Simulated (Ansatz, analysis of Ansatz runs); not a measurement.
# CsLi2Cl3 (Immm), V_Cl hop (3.8 Å): attempt frequency at charge +1

Aim: the prefactor of a hop in CsLi2Cl3 (Immm) (V_Cl hop (3.8 Å), charge +1) from the modes of the moving atom at the start and at the top of a path found beforehand. Model: a cell of 72 host atoms with 1 Cl taken out.

Calculated with Ansatz 0.2.0; plane-wave PAW DFT, PBEsol; finite-difference force constants of the moving atom alone.

### 1. Starting point

The cell holds 71 atoms: 12 Cs, 24 Li and 35 Cl. Cell: a = 13.503 Å, b = 11.191 Å, c = 12.249 Å, α = 90.0°, β = 90.0°, γ = 66.3°. It derives from CsLi2Cl3 (space group Immm). Nearest the centre at fractional (0.708, 0.375, 0.615): Cl69 at 1.86 Å, Li58 at 1.89 Å, Cl40 at 2.96 Å, Cs51 at 2.97 Å, Cl64 at 3.00 Å, Cs27 at 3.00 Å, Li55 at 3.75 Å, Li31 at 3.79 Å. The cell carries charge +1.

The cell's shortest repeat is 11.2 Å.

### 2. Vibrations of the moving atom at the start point

Harmonic transition-state theory takes the prefactor from the modes at the minimum and at the top. Only the moving atom is displaced, by 0.02 Å, which takes six displaced runs and a reference; the host's atoms are held.

File qp1.start.modes/input.yaml:

```yaml
crystal:
  lattice:
    - [13.50322694, 0.0, 0.0]
    - [4.50107565, 10.24633985, 0.0]
    - [0.0, 0.0, 12.2489163]
  atoms:
    - { symbol: Cs, position: [0.00116129, -0.00208283, 0.49494343] }
    - { symbol: Cs, position: [0.08670669, 0.24655672, 0.00583881] }
    - { symbol: Cs, position: [0.16661096, 0.49992623, 0.49520108] }
    - { symbol: Cs, position: [0.2476293, 0.75321562, 0.004171] }
    - { symbol: Li, position: [0.00531547, -0.01650518, 0.8092199] }
    - { symbol: Li, position: [0.08346986, 0.25011408, 0.30880857] }
    - { symbol: Li, position: [0.16692759, 0.50101675, 0.81100032] }
    - { symbol: Li, position: [0.24999323, 0.75007722, 0.30700672] }
    - { symbol: Li, position: [-0.00035566, 0.00065975, 0.19228951] }
    - { symbol: Li, position: [0.08478336, 0.24805948, 0.69228398] }
    - { symbol: Li, position: [0.16518442, 0.50195798, 0.19393997] }
    - { symbol: Li, position: [0.25041049, 0.75062313, 0.69127673] }
    - { symbol: Cl, position: [-0.00034851, 0.50038142, 0.2747274] }
    - { symbol: Cl, position: [0.08205203, 0.750886, 0.77247979] }
    - { symbol: Cl, position: [0.16743662, -0.00092818, 0.26962248] }
    - { symbol: Cl, position: [0.2522548, 0.24746429, 0.77604019] }
    - { symbol: Cl, position: [0.01115117, 0.4949526, 0.72482547] }
    - { symbol: Cl, position: [0.08240663, 0.75101306, 0.22756255] }
    - { symbol: Cl, position: [0.16874427, -0.00208807, 0.73388087] }
    - { symbol: Cl, position: [0.24973586, 0.25019502, 0.22974346] }
    - { symbol: Cl, position: [-0.00227057, 0.003143, -0.00149326] }
    - { symbol: Cl, position: [0.08433919, 0.24715843, 0.50146916] }
    - { symbol: Cl, position: [0.16509446, 0.50168374, 0.00147524] }
    - { symbol: Cl, position: [0.24948622, 0.75153365, 0.50021238] }
    - { symbol: Cs, position: [0.33274455, 0.00089426, 0.4945946] }
    - { symbol: Cs, position: [0.41377225, 0.2519747, 0.00907469] }
    - { symbol: Cs, position: [0.49660451, 0.50179264, 0.4977959] }
    - { symbol: Cs, position: [0.58616057, 0.75014782, 0.00032977] }
    - { symbol: Li, position: [0.32938011, 0.01674745, 0.81002835] }
    - { symbol: Li, position: [0.41624437, 0.25100348, 0.3084443] }
    - { symbol: Li, position: [0.47630963, 0.50419511, 0.81627764] }
    - { symbol: Li, position: [0.58426503, 0.74923112, 0.30560616] }
    - { symbol: Li, position: [0.33488197, -0.00238678, 0.19223284] }
    - { symbol: Li, position: [0.41264942, 0.25749915, 0.69104478] }
    - { symbol: Li, position: [0.49961157, 0.50223789, 0.19516154] }
    - { symbol: Li, position: [0.57397136, 0.78343909, 0.6851424] }
    - { symbol: Cl, position: [0.33299719, 0.50062533, 0.27231561] }
    - { symbol: Cl, position: [0.43765141, 0.72522114, 0.76010369] }
    - { symbol: Cl, position: [0.50004115, 0.00067582, 0.27013075] }
    - { symbol: Cl, position: [0.58887477, 0.27583953, 0.7668615] }
    - { symbol: Cl, position: [0.32654079, 0.49961376, 0.72515022] }
    - { symbol: Cl, position: [0.41744521, 0.74959308, 0.22808536] }
    - { symbol: Cl, position: [0.50491182, 0.00887702, 0.73177759] }
    - { symbol: Cl, position: [0.58311325, 0.25109704, 0.23050201] }
    - { symbol: Cl, position: [0.33694435, -0.00355372, -0.00110935] }
    - { symbol: Cl, position: [0.41757488, 0.2493264, 0.50100911] }
    - { symbol: Cl, position: [0.4987401, 0.50170921, 0.00203699] }
    - { symbol: Cl, position: [0.58356755, 0.74863021, 0.4989312] }
    - { symbol: Cs, position: [0.6670274, -0.00089072, 0.49039382] }
    - { symbol: Cs, position: [0.7506986, 0.25272994, 0.00952888] }
    - { symbol: Cs, position: [0.83627634, 0.4997279, 0.50124828] }
    - { symbol: Cs, position: [0.91501337, 0.75335275, 0.00163028] }
    - { symbol: Li, position: [0.65530451, 0.03730153, 0.81079668] }
    - { symbol: Li, position: [0.75023809, 0.25116196, 0.30923927] }
    - { symbol: Li, position: [0.8600447, 0.49085564, 0.81573105] }
    - { symbol: Li, position: [0.91681332, 0.74879893, 0.30681073] }
    - { symbol: Li, position: [0.66618183, 0.00190981, 0.19121457] }
    - { symbol: Li, position: [0.76431395, 0.21185407, 0.68764259] }
    - { symbol: Li, position: [0.83456424, 0.50020823, 0.19562569] }
    - { symbol: Li, position: [0.91605735, 0.7383162, 0.69047485] }
    - { symbol: Cl, position: [0.66783923, 0.49976584, 0.27374218] }
    - { symbol: Cl, position: [0.74885092, 0.70537604, 0.75736206] }
    - { symbol: Cl, position: [0.83282937, 0.00150603, 0.27070387] }
    - { symbol: Cl, position: [0.90030251, 0.26730324, 0.76372839] }
    - { symbol: Cl, position: [0.74990692, 0.75169095, 0.22586562] }
    - { symbol: Cl, position: [0.82877355, -0.01246064, 0.73224953] }
    - { symbol: Cl, position: [0.91760746, 0.24958398, 0.23064936] }
    - { symbol: Cl, position: [0.66501115, 0.00473651, -0.00308034] }
    - { symbol: Cl, position: [0.7488161, 0.25233496, 0.5030096] }
    - { symbol: Cl, position: [0.83755532, 0.49796181, 0.00259918] }
    - { symbol: Cl, position: [0.91625136, 0.75047046, 0.49985849] }
  symmetry: { detect: false }
total_charge: 1
basis:
  ecutwfc: 420
  xc_grid: 2
hamiltonian:
  xc: pbesol
kpoints:
  mp_grid: { grid: [1, 1, 1], shift: [0.25, 0.25, 0.25] }
scf:
  occupations: { method: fixed }
  max_iter: 100
phonons:
  supercell: [1, 1, 1]
  displaced_sites: [68]
  amplitude: 0.02
```

Launch:

```
$ ansatz run input.yaml --threads 32 --pin off --max-ram 84787MiB --backend cuda --events-out ev --progress --plain --runs-dir out --max-vram 78GiB
```

Numbers of over 12 decimals in the logs are rounded to 6 here.

What it wrote:

```text
[... repeated set-up lines and file paths are left out, and long positions are rounded to six places ...]
Engine: ansatz 0.2.0, aarch64-unknown-linux-gnu
Pseudopotentials: kind: paw
Pseudopotential: Cs, paw, valence charge 9, recommended cutoff 420 eV (normal), Cs.paw.azcp
Pseudopotential: Li, paw, valence charge 3, recommended cutoff 420 eV (normal), Li.paw.azcp
Pseudopotential: Cl, paw, valence charge 7, recommended cutoff 420 eV (normal), Cl.paw.azcp
Functional definition: PBEsol
  exchange = pbesol_x
  correlation = pbesol_c
[...]
Crystal: 71 atoms, lattice volume = 1694.744 Å³
Basis set: ecut = 420 eV, 33169 PW (Γ), exchange–correlation on 192×150×180 points (8 copies of the dense FFT grid, shifted against one another)
Bands: 283, of which v1, the nominal top of the filled ones, is band 212 counted from 1 (211 counted from 0)
Symmetry: 1 space group operations
k-points: 1
Non-local potential: Cs, projectors of the file, l = 0: 3, l = 1: 2, l = 2: 2, l = 3: 2
Non-local potential: Li, projectors of the file, l = 0: 3, l = 1: 2, l = 2: 1
Non-local potential: Cl, projectors of the file, l = 0: 2, l = 1: 2, l = 2: 2
PAW form: soft (Blöchl's): semilocal exchange-correlation on the pseudo side does not see the compensation charge
PAW frozen core: Cs, regenerated for the run's functional, and the local potential with it (the file was generated under x = pbe(κ = 0.804, μ = 0.219515), c = pbe(β = 0.066725))
PAW frozen core: Cl, regenerated for the run's functional, and the local potential with it (the file was generated under x = pbe(κ = 0.804, μ = 0.219515), c = pbe(β = 0.066725))
PAW one-centre angular grid: Cs, 194 points (default); XC on 64 Gauss nodes
PAW one-centre angular grid: Li, 110 points (default); XC on 64 Gauss nodes
PAW one-centre angular grid: Cl, 110 points (default); XC on 64 Gauss nodes
Initial density: superposition of atomic densities (neutral atoms scaled as one to the charged cell's electrons: chi_scale 0, normalization atom), corrected by the library's trained network
Initial wavefunctions: pseudopotential atomic-orbital guess
[...]
Functional: x = pbesol(κ = 0.804, μ = 0.123457), c = pbesol(β = 0.046)
SCF iter   1: F=—  HF=-109167.422288 eV  |F-HF|=—  |Δ(HF+E_count)|=         —  Δρ=2.34e-3  dr2=1.34e-1  ethr=1.77e-3  ⟨swp⟩=6.0  Hψ=938  notcnv=0  defer=66
preconditioner: auto → Resta (q_TF=auto, 2.166 Å⁻¹)  ε∞=3.0  [insulator: Δε(μ)=5.255 eV  Ē_g=11.992 eV  n_scr=302 (ndim 8)  ℏωp=16.9 eV  f_vac=0.014  ε∞_Penn≈3.0]
SCF iter   2: F=—  HF=-109167.381119 eV  |F-HF|=—  |Δ(HF+E_count)|=   4.12e-2  Δρ=9.94e-4  dr2=2.10e-2  ethr=3.17e-5  ⟨swp⟩=3.0  Hψ=505  notcnv=0  defer=69
[...]
SCF iter   9: F=-109167.379653 eV  HF=-109167.379653 eV  |F-HF|=1.46e-10  |Δ(HF+E_count)|=   5.68e-9  Δρ=1.13e-7  dr2=3.13e-10  ethr=1.00e-12  ⟨swp⟩=21.0  Hψ=2254  notcnv=0
SCF 1 converged in 9 iterations: F = -109167.379653 eV  dr2 = 3.13e-10
  greatest PAW one-centre occupation: 1.000 electrons in one spin orbital (limit 2), on the Li atom at site 57 (counted from 0), in its partial waves of l = 0
[...]
iter 1 solved again at ethr=1.70e-7 eV; its pass at ethr=3.10e-3 eV (dr2=7.22e-4 eV) is discarded
SCF iter   1: F=—  HF=-109167.378799 eV  |F-HF|=—  |Δ(HF+E_count)|=         —  Δρ=7.84e-5  dr2=7.46e-5  ethr=1.70e-7  ⟨swp⟩=3.0  Hψ=860  notcnv=0  defer=69
SCF iter   2: F=—  HF=-109167.378760 eV  |F-HF|=—  |Δ(HF+E_count)|=   3.98e-5  Δρ=3.74e-5  dr2=1.36e-5  ethr=1.76e-8  ⟨swp⟩=2.0  Hψ=427  notcnv=0  defer=66
[...]
SCF iter   7: F=-109167.379307 eV  HF=-109167.379307 eV  |F-HF|=5.82e-11  |Δ(HF+E_count)|=  3.35e-10  Δρ=2.51e-8  dr2=1.56e-11  ethr=1.00e-12  ⟨swp⟩=4.0  Hψ=897  notcnv=0
SCF 2 converged in 7 iterations: F = -109167.379307 eV  dr2 = 1.56e-11
[...]
iter 1 solved again at ethr=5.26e-10 eV; its pass at ethr=3.10e-3 eV (dr2=2.23e-6 eV) is discarded
[...]
SCF iter   5: F=-109167.379364 eV  HF=-109167.379364 eV  |F-HF|=0.00e0  |Δ(HF+E_count)|=  8.73e-11  Δρ=5.01e-8  dr2=3.53e-11  ethr=1.00e-12  ⟨swp⟩=4.0  Hψ=898  notcnv=0
SCF 3 converged in 5 iterations: F = -109167.379364 eV  dr2 = 3.53e-11
[...]
SCF 4 converged in 7 iterations: F = -109167.379257 eV  dr2 = 1.96e-11
[...]
SCF 5 converged in 5 iterations: F = -109167.379240 eV  dr2 = 4.05e-11
[...]
SCF 6 converged in 7 iterations: F = -109167.378750 eV  dr2 = 2.08e-11
[...]
SCF 7 converged in 5 iterations: F = -109167.378717 eV  dr2 = 5.04e-11
SCF converged after 9 iterations
[...]
[... 1 atom left out ...]
  atom  54  Li     0.00039086    -0.00038471    -0.00049247
  atom  55  Li    -0.00260279     0.00136767    -0.00360769
  [... 2 atoms left out ...]
  atom  58  Li    -0.00186959     0.00415325    -0.00554191
  [... 5 atoms left out ...]
  atom  64  Cl     0.00023773    -0.00357306     0.00531779
  [... 4 atoms left out ...]
  atom  69  Cl    -0.00142345     0.00043538     0.00100034
  [... 2 atoms left out ...]
  max |Σ_I F_I| component: 1.43e-5 eV/Å
--- Band table (eV) ---
  k-point 0: bands = ["-41.0370", "-41.0359", "-41.0357", "-41.0116", [... 49 left out ...] "-10.6953", "-10.6750", "-10.6700", "-10.6"]
--- Phonons: 6 displaced members + reference (amplitude 0.02 Å, Σ member SCF iterations 36) ---
  symmetry images taken by strict's conditions (phonons.symmetry_images: auto; settled by no image being taken that strict refuses)
  force constants formed among 1 of 71 sites (Cl 68); the other 70 at rest. The modes move the named sites alone.
  the frequencies, the zero-point energy and the sums are of the block with the acoustic sum rule laid on its rows. Row sums over every site: 8.1e-5 eV/Å² at the most
  transpose residual: 4.3e-4 eV/Å²
  largest component of a force at the reference: 1.4e-3 eV/Å on a named site, 6.5e-3 eV/Å on a site at rest
  frequencies among the named sites at Γ of the cell (cm⁻¹): 110.16 122.21 189.33
  unstable modes among the named sites: 0
  frequencies as built, with no sum rule (cm⁻¹): 110.16 122.20 189.32
  zero-point energy: 0.026142 eV/cell   skipped modes (ω ≤ 0): 0
  not written: the harmonic force-constant file, the file of eigenvectors (these modes' are written with the force constants), the density of states and the dispersion, which are of every site
```

Run time: 3.8 s. Hardware: 1 × NVIDIA GB200 with 32 threads of Arm Neoverse V2, shared host; peak memory 2.2 GiB; 16 s of CPU time.

This step gave:

| Item | Value |
| --- | --- |
| free energy | -109167.3797 eV |
| frequencies of moving atom | 110.2, 122.2, 189.3 cm⁻¹ (negative: imaginary) |

The three modes are 110, 122 and 189 cm⁻¹: all real, a minimum for this atom with the others held.

### 3. Vibrations of the moving atom at the top of the path

The same at the top, where the mode along the path should be imaginary.

File qp1.top.modes/input.yaml:

```yaml
crystal:
  lattice:
    - [13.50322694, 0.0, 0.0]
    - [4.50107565, 10.24633985, 0.0]
    - [0.0, 0.0, 12.2489163]
  atoms:
    - { symbol: Cs, position: [-0.00366757, 0.01111111, 0.50788985] }
    - { symbol: Cs, position: [0.0868543, 0.2449059, 0.00724022] }
[... 24 atom lines left out ...]
    - { symbol: Cs, position: [0.48113927, 0.52359777, 0.48379914] }
[... 3 atom lines left out ...]
    - { symbol: Li, position: [0.48693745, 0.49309424, 0.8064827] }
[... 4 atom lines left out ...]
    - { symbol: Li, position: [0.57753224, 0.77027805, 0.68285822] }
[... 3 atom lines left out ...]
    - { symbol: Cl, position: [0.57902195, 0.25259185, 0.790136] }
[... 7 atom lines left out ...]
    - { symbol: Cl, position: [0.58305723, 0.75656549, 0.49438789] }
[... 2 atom lines left out ...]
    - { symbol: Cs, position: [0.83888594, 0.51953154, 0.48397749] }
[... 2 atom lines left out ...]
    - { symbol: Li, position: [0.74632115, 0.26189413, 0.28612698] }
    - { symbol: Li, position: [0.85207127, 0.48370014, 0.80345004] }
[... 2 atom lines left out ...]
    - { symbol: Li, position: [0.75833214, 0.22075055, 0.72273873] }
[... 5 atom lines left out ...]
    - { symbol: Cl, position: [0.92339691, 0.23864604, 0.78409054] }
[... 1 atom line left out ...]
    - { symbol: Cl, position: [0.82631444, -0.00819628, 0.73155137] }
[... 2 atom lines left out ...]
    - { symbol: Cl, position: [0.70261356, 0.39318921, 0.61570373] }
[... 1 atom line left out ...]
    - { symbol: Cl, position: [0.92033189, 0.76061905, 0.49993939] }
  symmetry: { detect: false }
total_charge: 1
basis:
  ecutwfc: 420
  xc_grid: 2
hamiltonian:
  xc: pbesol
kpoints:
  mp_grid: { grid: [1, 1, 1], shift: [0.25, 0.25, 0.25] }
scf:
  occupations: { method: fixed }
  max_iter: 100
phonons:
  supercell: [1, 1, 1]
  displaced_sites: [68]
  amplitude: 0.02
```

What it wrote:

```text
[...]
Crystal: 71 atoms, lattice volume = 1694.744 Å³
Basis set: ecut = 420 eV, 33169 PW (Γ), exchange–correlation on 192×150×180 points (8 copies of the dense FFT grid, shifted against one another)
Bands: 283, of which v1, the nominal top of the filled ones, is band 212 counted from 1 (211 counted from 0)
[... 1 set-up line as in the run before ...]
k-points: 1
[...]
SCF iter   1: F=—  HF=-109166.608738 eV  |F-HF|=—  |Δ(HF+E_count)|=         —  Δρ=2.32e-3  dr2=1.35e-1  ethr=1.77e-3  ⟨swp⟩=6.0  Hψ=928  notcnv=0  defer=67
[...]
SCF iter   2: F=—  HF=-109166.567102 eV  |F-HF|=—  |Δ(HF+E_count)|=   4.16e-2  Δρ=9.94e-4  dr2=2.19e-2  ethr=3.18e-5  ⟨swp⟩=3.0  Hψ=515  notcnv=0  defer=69
[...]
SCF iter   9: F=-109166.563592 eV  HF=-109166.563592 eV  |F-HF|=2.91e-10  |Δ(HF+E_count)|=   7.23e-9  Δρ=1.35e-7  dr2=4.60e-10  ethr=1.00e-12  ⟨swp⟩=21.0  Hψ=2209  notcnv=0
SCF 1 converged in 9 iterations: F = -109166.563592 eV  dr2 = 4.60e-10
[...]
SCF iter   2: F=—  HF=-109166.562594 eV  |F-HF|=—  |Δ(HF+E_count)|=   1.71e-4  Δρ=4.02e-5  dr2=1.83e-5  ethr=1.81e-8  ⟨swp⟩=2.0  Hψ=428  notcnv=0  defer=67
[...]
SCF iter   7: F=-109166.563131 eV  HF=-109166.563131 eV  |F-HF|=1.46e-11  |Δ(HF+E_count)|=  9.60e-10  Δρ=3.50e-8  dr2=3.79e-11  ethr=1.00e-12  ⟨swp⟩=4.0  Hψ=899  notcnv=0
SCF 2 converged in 7 iterations: F = -109166.563131 eV  dr2 = 3.79e-11
[...]
SCF iter   5: F=-109166.563050 eV  HF=-109166.563050 eV  |F-HF|=5.82e-11  |Δ(HF+E_count)|=  1.31e-10  Δρ=5.69e-8  dr2=5.86e-11  ethr=1.00e-12  ⟨swp⟩=4.0  Hψ=889  notcnv=0
SCF 3 converged in 5 iterations: F = -109166.563050 eV  dr2 = 5.86e-11
[...]
SCF 4 converged in 7 iterations: F = -109166.563083 eV  dr2 = 5.93e-11
[...]
SCF 5 converged in 5 iterations: F = -109166.562851 eV  dr2 = 6.89e-11
[...]
SCF 6 converged in 7 iterations: F = -109166.563172 eV  dr2 = 7.06e-11
[...]
SCF 7 converged in 5 iterations: F = -109166.563015 eV  dr2 = 5.65e-11
SCF converged after 9 iterations
[...]
atom  55  Li    -0.00221292    -0.00002115     0.00377849
  [... 2 atoms left out ...]
  atom  58  Li     0.00094985    -0.00023441    -0.00273487
  [... 5 atoms left out ...]
  atom  64  Cl     0.00420877     0.00148008     0.00214561
  [... 4 atoms left out ...]
  atom  69  Cl     0.00202367     0.00533682     0.00404925
  [... 2 atoms left out ...]
  max |Σ_I F_I| component: 1.58e-5 eV/Å
--- Band table (eV) ---
[...]
transpose residual: 4.8e-4 eV/Å²
[...]
frequencies among the named sites at Γ of the cell (cm⁻¹): -52.76 138.66 214.27
  unstable modes among the named sites: 1
  frequencies as built, with no sum rule (cm⁻¹): -52.76 138.66 214.27
  zero-point energy: 0.021879 eV/cell   skipped modes (ω ≤ 0): 1, of them read as no rigid motion or as one in doubt: 1 (1.000e0 modes/cell left out, lowest -52.76 cm⁻¹)
[...]
```

It took 3.9 s on 1 × NVIDIA GB200 with 32 threads; peak memory 2.2 GiB.

Read from the output:

```
free energy                : -109166.5636 eV
frequencies of moving atom : -52.76, 138.7, 214.3 cm⁻¹ (negative: imaginary)
```

The three modes are 53i, 139 and 214 cm⁻¹: one imaginary, a saddle of first order for this atom with the others held.

### 4. Attempt frequency and hop rate

Analysis of the runs above: harmonic transition-state theory from the moving atom's modes alone (Vineyard), PBEsol.

It gives:

* attempt frequency: 2.572 THz

Table of hop rate by temperature:

```tsv
temperature (K)	hop rate (1/s)
200	7.0e-9
300	0.0502
400	134
600	3.6e5
800	1.9e7
1000	2.0e8
```

### 5. Results

* attempt frequency (attempt frequency and hop rate): 2.57 THz

In words: The attempt frequency, the product of the three frequencies at the start over that of the two real ones at the top (Vineyard), is 2.6 THz. With the barrier of 0.82 eV it gives 3.6e+05 hops a second at 600 K along this one path; equivalent neighbouring sites multiply that. The host's atoms were held, though they move along the path too, so the prefactor is rough. What this leaves open: one k-point off the zone centre stands for the whole zone; spin–orbit coupling, which can matter with heavy atoms, is left out.

[Logs are printed without paths, hosts, clocks, repeated set-up lines and the standing remarks that a program may print on its own settings, such as how far it seeks lower states.]

[Hosts, paths, dates, database ids (printed as entryN), source tags and the programs' standing remarks are cut or masked in the printed files.]
